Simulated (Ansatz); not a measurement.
# MgHF (built on the sites of a database entry of BaHI): phonons and vibrational spectra

Aim: the vibrations of MgHF (built on the sites of a database entry of BaHI), their spectra, and whether the structure is stable.

Program: Ansatz 0.2.0. Level of theory: DFT PBEsol, scalar-relativistic, plane waves, PAW. Results are calculated unless marked as measured.

Report form: the programs' logs are mostly left out.

The structure was built from a prototype and need not be the compound's stable phase.

**1. Set-up**

It takes space group P4/nmm (No. 129, tetragonal). Conventional cell: a = 3.294 Å, b = 3.294 Å, c = 5.368 Å, α = 90.00°, β = 90.00°, γ = 90.00°. Nearest to Mg lie 4 H at 1.94 Å and 4 F at 2.43 Å. Nearest to H lie 4 Mg at 1.94 Å. Nearest to F lie 4 H at 2.38 Å and 4 Mg at 2.43 Å. Farther neighbours and most contacts between anions are not listed.

**2. Coarse relaxation**

The start is far from rest, so a relaxation with loose tolerances brings it close first.

Input file input.yaml:

```yaml
crystal:
  lattice:
    - [3.29439, 0.0, 0.0]
    - [0.0, 3.29439, 0.0]
    - [0.0, 0.0, 5.36805]
  atoms:
    - { symbol: Mg, position: [0.0, 0.5, 0.19] }
    - { symbol: Mg, position: [0.5, 0.0, 0.81] }
    - { symbol: H, position: [0.0, 0.0, 0.0] }
    - { symbol: H, position: [0.5, 0.5, 0.0] }
    - { symbol: F, position: [0.0, 0.5, 0.68] }
    - { symbol: F, position: [0.5, 0.0, 0.32] }
kpoints:
  mp_grid: { grid: [6, 6, 4] }
hamiltonian:
  xc: pbesol
scf:
  occupations: { method: gaussian, width: 0.1 }
output:
  forces: true
  stress: true
  eigenvalues: true
relax:
  adjacent_minimum: "off"
  f_tol: 0.05
  max_steps: 80
  cell: { stress_tol: 0.5 }
```

The run is started by

```console
ansatz run input.yaml --threads 8 --pin off --max-ram 14336MiB --backend cpu --events-out ev --progress --plain --runs-dir out
```

It took 1.6 s on 8 threads of AMD EPYC 9R45, shared host; peak memory 0.44 GiB; 8.6 s of CPU time.

Step by step:

```
step  energy less that of the first step (eV)  largest force component (eV/Å)  pressure (GPa)  volume (Å³)
   1                                   0.0000                          1.4156           -4.49        58.26
   2                                  -0.5543                          1.2347           -4.46        55.58
   3                                  -0.7639                          1.0520            8.93        48.97
   4                                  -0.8708                          0.4808           -1.83        53.02
   5                                  -0.9545                          0.3447            1.23        51.99
   6                                  -0.9677                          0.0542            1.06        52.48
   7                                  -0.9685                          0.0269            0.10        53.28
  8*                                  -0.9593                          0.0268           -0.26        53.28
```

Relaxation steps marked * repeat the geometry before them on a plane-wave basis chosen anew for their cell, so energy and pressure can jump there.

The run keeps the 16 symmetry operations that it works with, so distortions that break them were not tested.

```
conventional cell, symmetrised  before  after  change
                         a (Å)   3.294  3.248  -1.4 %
                         b (Å)   3.294  3.248  -1.4 %
                         c (Å)   5.368  5.050  -5.9 %
              volume (Å³/atom)    9.71   8.88  -8.6 %
```

The atoms that moved most (Å, as changes of fractional coordinates times the final cell):

```
atom     dx     dy      dz  length
  F6  0.000  0.000   0.320   0.320
  F5  0.000  0.000  -0.320   0.320
 Mg2  0.000  0.000  -0.176   0.176
 Mg1  0.000  0.000   0.176   0.176
```

A gap read on the k-mesh alone can miss the band edges.

Numbers from this step:

```yaml
pressure: -0.2609 GPa
gap_on_the_k_mesh: 0.9660 eV
volume_per_atom: 8.880 Å³
direct_gap_on_mesh: 0.9660 eV
```

In this step the volume went from 9.71 to 8.88 Å³/atom.

**3. Bringing the structure to rest**

The cell and atoms are relaxed, since residual forces and stress would shift the frequencies.

Input file input.yaml:

```yaml
crystal:
  lattice:
    - [3.2481323991, 0.0, 0.0]
    - [0.0, 3.2481323991, 0.0]
    - [0.0, 0.0, 5.0498041532]
  atoms:
    - { symbol: Mg, position: [0.0, 0.5, 0.2248576427] }
    - { symbol: Mg, position: [0.5, 0.0, 0.7751423573] }
    - { symbol: H, position: [0.0, 0.0, 0.0] }
    - { symbol: H, position: [0.5, 0.5, 0.0] }
    - { symbol: F, position: [0.0, 0.5, 0.6166958966] }
    - { symbol: F, position: [0.5, 0.0, 0.3833041034] }
kpoints:
  mp_grid: { grid: [8, 8, 6] }
hamiltonian:
  xc: pbesol
scf:
  occupations: { method: gaussian, width: 0.02 }
output:
  forces: true
  stress: true
  eigenvalues: true
  write_density: true
  write_potential: true
  elf: true
  volumetric_format: npy
relax:
  adjacent_minimum: "off"
  f_tol: 0.005
  max_steps: 80
  cell: { stress_tol: 0.05 }
```

Wall time 2 s (8 threads); peak memory 0.5 GiB.

Relaxation path:

```
step  energy less that of the first step (eV)  largest force component (eV/Å)  pressure (GPa)  volume (Å³)
   1                                   0.0000                          0.0268           -0.26        53.28
   2                                  -0.0008                          0.0180            0.06        53.10
   3                                  -0.0007                          0.0067           -0.02        53.14
   4                                  -0.0007                          0.0025           -0.02        53.14
  5*                                  -0.0003                          0.0025           -0.04        53.14
   6                                  -0.0003                          0.0029           -0.02        53.13
  7*                                  -0.0003                          0.0029           -0.02        53.13
```

Relaxation steps marked * repeat the geometry before them on a plane-wave basis chosen anew for their cell, so energy and pressure can jump there.

The run keeps the 16 symmetry operations that it works with, so distortions that break them were not tested.

```
conventional cell, symmetrised  before  after  change
                         a (Å)   3.248  3.247  -0.0 %
                         b (Å)   3.248  3.247  -0.0 %
                         c (Å)   5.050  5.039  -0.2 %
              volume (Å³/atom)    8.88   8.85  -0.3 %
```

Final coordinates:

```cif
data_structure
_symmetry_space_group_name_H-M 'P 1'
_symmetry_Int_Tables_number 1
_cell_length_a 3.2472
_cell_length_b 3.2472
_cell_length_c 5.0387
_cell_angle_alpha 90.000
_cell_angle_beta 90.000
_cell_angle_gamma 90.000
_cell_volume 53.13
loop_
_atom_site_label
_atom_site_type_symbol
_atom_site_fract_x
_atom_site_fract_y
_atom_site_fract_z
_atom_site_occupancy
Mg1 Mg 0.00000 0.50000 0.22432 1
Mg2 Mg 0.50000 0.00000 0.77568 1
H3 H 0.00000 0.00000 0.00000 1
H4 H 0.50000 0.50000 0.00000 1
F5 F 0.00000 0.50000 0.61692 1
F6 F 0.50000 0.00000 0.38308 1
```

Numbers from this step:

| Quantity | Value |
| --- | --- |
| pressure | -0.01596 GPa |
| gap on the k-mesh | 1.012 eV |
| volume per atom | 8.855 Å³ |
| direct gap on mesh | 1.012 eV |

Valence density in the ac plane at fractional y = 0.500, with atoms of Mg and H and F within 0.2 Å of it. It is the smooth field of the valence electrons, not physical close to the nuclei.

Ten steps, logarithmic in the rise over the least value, from '_' (0 e/Å³) to '@' (29 e/Å³):
```
__________..::::----::::..________
__________....::::::::....________
____________............__________
________________....______________
....____________________________..
::::....____________________....::
====--::..________________..::--==
****++--::..____________..::--++**
####**==::..____________..::==**##
%%##**==::..____________..::==**##
####**==::..____________..::==**##
****==--..________________..--==**
====--::..________________..::--==
::::::..____________________..::::
......________________________....
....____________________________..
----..________________________..--
##**==..____________________..==**
@@%%**--____________________--**%%
@@@@##==..________________..==##@@
@@@@##==..________________..==##@@
####++::________....________::++##
====::..____............____..::==
....______....::::::::....______..
__________..::::----::::..________
__________..::--====--::..________
```
Columns run along a (3.2 Å), rows up along c (5.0 Å). Atoms in or near the plane, at fractional coordinates: Mg at (0.00, 0.22), H at (0.50, 0.00), F at (0.00, 0.62).

ELF in the ac plane at fractional y = 0.500, with atoms of Mg and H and F within 0.2 Å of it. It is the smooth field of the valence electrons, not physical close to the nuclei.

Ten even steps from '0' (0.0) to '9' (1.0):
```
00026999999996200
00014899999984100
00001589999851000
00000158998510000
33210013553100123
76541001111001456
88764200000024678
77876310000136787
56787520000257876
45787520000257875
56777410000147776
77876310000136787
88764200000024678
77652000000002567
22210000000000122
00000000000000000
22100000000000012
44310000000000134
23430000000000343
12331001111001332
22430014554100342
33420058998500243
33200389999830023
10002799999972000
00015999999995100
00026999999996200
```
Columns run along a (3.2 Å), rows up along c (5.0 Å). Atoms in or near the plane, at fractional coordinates: Mg at (0.00, 0.22), H at (0.50, 0.00), F at (0.00, 0.62).

Electrostatic potential energy in the ac plane at fractional y = 0.500, with atoms of Mg and H and F within 0.2 Å of it. With pseudopotentials it is smooth inside the atoms' cores, unlike the true potential.

Ten even steps from '0' (-55 eV) to '9' (10 eV):
```
99999996336999999
99999999779999999
99999999999999999
99999999999999999
99999999999999999
99999999999999999
56899999999999986
33489999999999843
22369999999999632
22359999999999532
22369999999999632
33489999999999843
56899999999999986
89999999999999999
88899999999999988
77889999999999887
45678999999998765
01368899999988631
00047899999987400
00037899999987300
00047899999987400
00257899999987520
34578999999998754
67788998778998877
88899996336999988
99999985115899999
```
Columns run along a (3.2 Å; values clipped at the 3rd and 97th percentile), rows up along c (5.0 Å). Atoms in or near the plane, at fractional coordinates: Mg at (0.00, 0.22), H at (0.50, 0.00), F at (0.00, 0.62).

In this step the volume went from 8.88 to 8.85 Å³/atom.

**4. Relaxing to small forces for the phonons**

Phonons need a cell at rest on their own settings, so the relaxation is repeated with tight tolerances on forces and stress on the k mesh and occupations of the first response run.

Input file input.yaml:

```yaml
crystal:
  lattice:
    - [3.2471872179, 0.0, 0.0]
    - [0.0, 3.2471872179, 0.0]
    - [0.0, 0.0, 5.03866005]
  atoms:
    - { symbol: Mg, position: [0.0, 0.5, 0.2243155145] }
    - { symbol: Mg, position: [0.5, 0.0, 0.7756844855] }
    - { symbol: H, position: [0.0, 0.0, 0.0] }
    - { symbol: H, position: [0.5, 0.5, 0.0] }
    - { symbol: F, position: [0.0, 0.5, 0.6169217648] }
    - { symbol: F, position: [0.5, 0.0, 0.3830782352] }
kpoints:
  mp_grid: { grid: [8, 8, 6] }
hamiltonian:
  xc: pbesol
scf:
  occupations: { method: fixed }
output:
  forces: true
  stress: true
  eigenvalues: true
relax:
  adjacent_minimum: "off"
  f_tol: 0.001
  max_steps: 60
  cell: { stress_tol: 0.01 }
```

It took 1.9 s on 8 threads; peak memory 0.48 GiB; 12 s of CPU time.

Little changed from the start: no atom moved by 0.005 Å and no cell edge by 0.1 %.

Numbers from this step:

```yaml
pressure: 0.001459 GPa
gap_on_the_k_mesh: 1.013 eV
volume_per_atom: 8.854 Å³
direct_gap_on_mesh: 1.013 eV
```

The largest force component left is 0.42 meV/Å and the pressure is 0.001 GPa, within the tolerances set. The cell now holds 8.85 Å³/atom.

**5. Linear response at the zone centre**

The zone centre comes first: it holds the modes that light can see, as far as symmetry allows. The response to a homogeneous field gives the Born charges and the dielectric tensor, and its change with displacement the Raman tensors.

Input file input.yaml:

```yaml
crystal:
  lattice:
    - [3.2471482844, 0.0, 0.0]
    - [0.0, 3.2471482844, 0.0]
    - [0.0, 0.0, 5.0382183931]
  atoms:
    - { symbol: Mg, position: [0.0, 0.5, 0.2243332709] }
    - { symbol: Mg, position: [0.5, 0.0, 0.7756667291] }
    - { symbol: H, position: [0.0, 0.0, 0.0] }
    - { symbol: H, position: [0.5, 0.5, 0.0] }
    - { symbol: F, position: [0.0, 0.5, 0.6168861077] }
    - { symbol: F, position: [0.5, 0.0, 0.3831138923] }
kpoints:
  mp_grid: { grid: [8, 8, 6] }
hamiltonian:
  xc: pbesol
scf:
  occupations: { method: fixed }
output:
  eigenvalues: true
phonons:
  method: dfpt
  dielectric: true
  rigid_motions: translations
  raman: true
```

The job ended after 33 s (8 threads; peak memory 1.7 GiB).

This step gave:

```
sum-rule residual before enforcement                    : 2.15e-4 eV/Å²
miss of the charge sum rule                             : 0.002022 e
estimated error of the dielectric tensor                : 0.007232
estimated error of the Born charges                     : 0.01108 e
point group                                             : 4/mmm
highest optical mode at the zone centre (no LO-TO term) : 1348 cm⁻¹
lowest optical zone-centre mode                         : -136.2 cm⁻¹
mean high-frequency dielectric constant                 : 3.125
largest Born charge (third of the trace)                : 2.075 e
top of the zone-centre spectrum with the field          : 1348 cm⁻¹
```

Without the LO-TO term. Patterns of degenerate modes are one choice out of their space. The modes at Γ (shares of kinetic energy by element, %) (negative means imaginary):

```
mode  frequency (cm⁻¹)  symmetry  Mg %  H %  F %
   1            -136.2        Eu    43    0   57
   2            -136.2        Eu    43    0   57
   3               0.0  acoustic    55    2   43
   4               0.0  acoustic    55    2   43
   5               0.0  acoustic    55    2   43
   6             109.4        Eg    93    0    6
   7             109.4        Eg    93    0    6
   8             290.6        Eg     7    0   93
   9             290.6        Eg     7    0   93
  10             382.4       A2u    44    0   55
  11             396.4       A1g    12    0   88
  12             432.4       A1g    88    0   12
  13             865.3       B1g     0  100    0
  14             913.1        Eu     3   97    0
  15             913.1        Eu     3   97    0
  16            1225.2       A2u     1   98    2
  17            1348.0        Eg     0  100    0
  18            1348.0        Eg     0  100    0
```

Displacements in mode 2 (-136.2 cm⁻¹), the largest set to 1:
```
Mg1 -0.76 -0.14  0.00
Mg2 -0.76 -0.14  0.00
H3  -0.40 -0.07  0.00
H4  -0.40 -0.07  0.00
F5   1.00  0.18  0.00
F6   1.00  0.18  0.00
```

Displacements in mode 18 (1348.0 cm⁻¹), the largest set to 1:
```
Mg1  0.01  0.00  0.00
Mg2 -0.01  0.00  0.00
H3   1.00  0.00  0.00
H4  -1.00  0.00  0.00
F5   0.01  0.00  0.00
F6  -0.01  0.00  0.00
```

Optical modes at the zone centre, without and with the macroscopic field of the longitudinal modes; each column is sorted by frequency, so a row need not hold one and the same mode. Modes with and without the field, by row:

```
rank among optical modes  no field (cm⁻¹)  q along (1, 0, 0) (cm⁻¹)  q along (0, 0, 1) (cm⁻¹)
                       1           -136.2                    -136.2                    -136.2
                       2           -136.2                     109.4                    -136.2
                       3            109.4                     109.4                     109.4
                       4            109.4                     209.5                     109.4
                       5            290.6                     290.6                     290.6
                       6            290.6                     290.6                     290.6
                       7            382.4                     382.4                     396.4
                       8            396.4                     396.4                     432.4
                       9            432.4                     432.4                     558.5
                      10            865.3                     865.3                     865.3
                      11            913.1                     913.1                     913.1
                      12            913.1                      1166                     913.1
                      13             1225                      1225                      1325
                      14             1348                      1348                      1348
                      15             1348                      1348                      1348
```

Born charge (rows field, columns displacement) (e), principal values of the symmetric part by kind of site:

```
atom  atoms with these values    low  middle   high   mean
 Mg1                        2   2.06    2.08   2.08   2.08
  H3                        2  -0.89   -0.89  -0.61  -0.79
  F5                        2  -1.45   -1.20  -1.20  -1.28
```

In full for H3:

```
-0.89  0.00  0.00
 0.00 -0.89  0.00
 0.00  0.00 -0.61
```

High-frequency dielectric tensor:

```
3.25 0.00 0.00
0.00 3.25 0.00
0.00 0.00 2.87
```

Transverse modes; imaginary modes are left out. Infrared lines, with heights relative to the strongest:

```
position (cm⁻¹)  label  relative intensity
            109     Eg                 0.0
            291     Eg                 0.0
            382    A2u                  18
            396    A1g                 0.0
            432    A1g                 0.0
            865    B1g                 0.0
            913     Eu                 100
           1225    A2u                  20
           1348     Eg                 0.0
```

Activity x (w_L - w)^4 (n + 1)/w, 532 nm, 300 K; imaginary modes are left out; the tensors are static ones, while 532 nm light lies above the computed direct gap, where resonance would change the heights; modes without the macroscopic field alone. Lines of the Raman spectrum (strongest = 100):

```
position (cm⁻¹)  label  relative intensity
            109     Eg                  81
            291     Eg                 0.1
            382    A2u                 0.0
            396    A1g                 8.8
            432    A1g                  25
            865    B1g                 100
            913     Eu                 0.0
           1225    A2u                 0.0
           1348     Eg                 1.0
```

Before it was imposed, the acoustic sum rule was missed by 2.1e-4 eV/Å² and the charge sum rule by 0.0020 e. Small misses are needed for a sound result but don't prove that mesh and cutoff are converged. The lowest optical mode is imaginary, 136.2i cm⁻¹, so the energy falls along it.

[end of part 1 of 2]

[Logs are printed without paths, hosts, clocks, repeated set-up lines and the standing remarks that a program may print on its own settings, such as how far it seeks lower states.]

[Hosts, paths, dates, database ids (printed as entryN), source tags and the programs' standing remarks are cut or masked in the printed files.]
